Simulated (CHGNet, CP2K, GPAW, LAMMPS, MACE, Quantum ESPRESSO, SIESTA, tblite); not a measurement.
# What went wrong? CP2K on glassy 68SiO2-14MgO-11ZnO-7BaO (mol %) (75 atoms)

Program: CP2K 2026.2, a calculation on a cell of 19 Si, 4 Mg, 3 Zn, 2 Ba and 47 O, 13.0 Å³ an atom.

File input.inp:

```
&GLOBAL
  PROJECT cell
  RUN_TYPE ENERGY_FORCE
  PRINT_LEVEL LOW
&END GLOBAL
&FORCE_EVAL
  METHOD QS
  STRESS_TENSOR ANALYTICAL
  &DFT
    BASIS_SET_FILE_NAME BASIS_MOLOPT
    POTENTIAL_FILE_NAME GTH_POTENTIALS
    &MGRID
      CUTOFF 1200
      REL_CUTOFF 50
      NGRIDS 5
    
    &QS
      EPS_DEFAULT 1.0E-12
    &END QS
    &SCF
      SCF_GUESS ATOMIC
      EPS_SCF 1.0E-06
      MAX_SCF 60
      ADDED_MOS 14
      &DIAGONALIZATION
        ALGORITHM STANDARD
      &END DIAGONALIZATION
      &SMEAR ON
        METHOD FERMI_DIRAC
        ELECTRONIC_TEMPERATURE [K] 580
      &END SMEAR
      &MIXING
        METHOD BROYDEN_MIXING
        ALPHA 0.3
        NBROYDEN 8
      &END MIXING
      &PRINT
        &RESTART OFF
        &END RESTART
      &END PRINT
    &END SCF
    &XC
      &XC_FUNCTIONAL PBE
      &END XC_FUNCTIONAL
    &END XC
    &PRINT
      &MULLIKEN ON
      &END MULLIKEN
      &HIRSHFELD ON
        SHAPE_FUNCTION DENSITY
      &END HIRSHFELD
      &MO ON
        EIGENVALUES T
        OCCUPATION_NUMBERS T
        MO_INDEX_RANGE 216 239
        &EACH
          QS_SCF 0
        &END EACH
        ADD_LAST NUMERIC
      &END MO
    &END PRINT
  &END DFT
  &SUBSYS
    &CELL
      A 9.92530 0.00000 0.00000
      B 0.00000 9.92530 0.00000
      C 0.00000 0.00000 9.92530
    &END CELL
    &COORD
      Si 3.98402 4.32495 7.05609
      Si 8.09190 8.09974 5.41058
      Si 3.62144 3.34502 0.03246
      Si 5.81543 0.17081 4.40922
      Si 5.78595 8.82349 8.87183
      Si 7.11227 6.00620 9.26725
      Si 9.79061 3.00429 5.49266
      Si 2.08451 6.53085 8.29844
      Si 4.61834 7.21440 3.47088
      Si 3.74879 3.01173 4.12773
[... 61 atom lines left out ...]
      O 5.64690 9.32750 0.48247
      O 6.97302 7.11376 6.03419
      O 8.31313 6.68439 0.30471
      O 8.90984 8.81248 6.56628
    &END COORD
    &KIND Si
      BASIS_SET DZVP-MOLOPT-SR-GTH-q4
      POTENTIAL GTH-PBE-q4
    &END KIND
    &KIND Mg
      BASIS_SET DZVP-MOLOPT-SR-GTH-q10
      POTENTIAL GTH-PBE-q10
    &END KIND
    &KIND Zn
      BASIS_SET DZVP-MOLOPT-SR-GTH-q12
      POTENTIAL GTH-PBE-q12
    &END KIND
    &KIND Ba
      BASIS_SET DZVP-MOLOPT-SR-GTH-q10
      POTENTIAL GTH-PBE-q10
    &END KIND
    &KIND O
      BASIS_SET DZVP-MOLOPT-SR-GTH-q6
      POTENTIAL GTH-PBE-q6
    &END KIND
  &END SUBSYS
  &PRINT
    &FORCES ON
    &END FORCES
    &STRESS_TENSOR ON
    &END STRESS_TENSOR
  &END PRINT
&END FORCE_EVAL
```

Launch:

```sh
$ OMP_NUM_THREADS=2 cp2k.psmp -i input.inp > output.txt
```

What it wrote:

```text
Possible matches for unknown subsection
 QS
   keyword NGRIDS in section %__ROOT__%FORCE_EVAL%DFT%MGRID score:  105
   keyword NGRIDS in section %__ROOT__%FORCE_EVAL%PROPERTIES%TDDFPT%MGRID score:  105
   keyword NGRIDS in section %__ROOT__%FORCE_EVAL%PROPERTIES%RIXS%TDDFPT%MGRID score:  105
   keyword CUTOFF in section %__ROOT__%FORCE_EVAL%DFT%MGRID score:  104
   subsection RS_GRID in section %__ROOT__%FORCE_EVAL%DFT%MGRID score:  104
 *   ___                                                                       *
 *  /   \                                                                      *
 * [ABORT]                                                                     *
 *  \___/                 unknown subsection QS of section MGRID               *
 *    |                                                                        *
 *  O/|                                                                        *
 * /| |                                                                        *
```

Run time: 0.99 s. Hardware: 2 threads of Intel Xeon Platinum 8259CL at 2.50GHz (Skylake/Cascade Lake), shared host; peak memory 0.18 GiB.

Banners, paths, timers and routine set-up lines are dropped from the logs unmarked, and long logs keep their key lines alone; longer cuts are marked.

Q: Find the fault and mend it.

A section left open: &END MGRID left out. Mend: put back the line &END MGRID.

The program stopped at the start.

[Also dropped from logs without a mark: logging warnings of Python, and SIESTA's first energy breakdown and zero terms.]

[Logs are printed without paths, hosts, clocks, repeated set-up lines and the standing remarks that a program may print on its own settings, such as how far it seeks lower states.]

[Hosts, paths, dates, database ids (printed as entryN), source tags and the programs' standing remarks are cut or masked in the printed files.]
